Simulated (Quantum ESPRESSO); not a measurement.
# Dipole at the next field: 1T-IrSTe, 1 layer

**Set-up.** Quantum ESPRESSO 7.5, PBE, GBRV ultrasoft; sawtooth field along the normal with dipole correction, ions clamped, threshold 1e-9 Ry; cell area 11.109 Å².

| field (V/Å) | dipole (e Å a cell) |
| --- | --- |
| 0 | −0.04716 |
| 0.1 | −0.01478 |
| 0.2 | 0.01753 |

One more run was made and is withheld. What is the dipole at 0.3 V/Å, and what electrostatic thickness 4πα/A follows from the rows?

By hand: The slope is (0.01753 − (−0.04716))/0.2 = 0.3234 e Å²/V, so 4πα/A = 180.95 × 0.3234/11.109 = 5.27 Å. Linear response gives p = −0.04716 + 0.3234 × (0.3) = 0.04987 e Å; a parabola through the three rows gives 0.04977.

**The withheld run.** p = 0.04995 e Å. The line misses by 0.1 % of the induced dipole and the parabola by 0.2 %. The response is linear over this range.

Caveats: Electrons alone respond; local and semilocal functionals tend to overscreen.
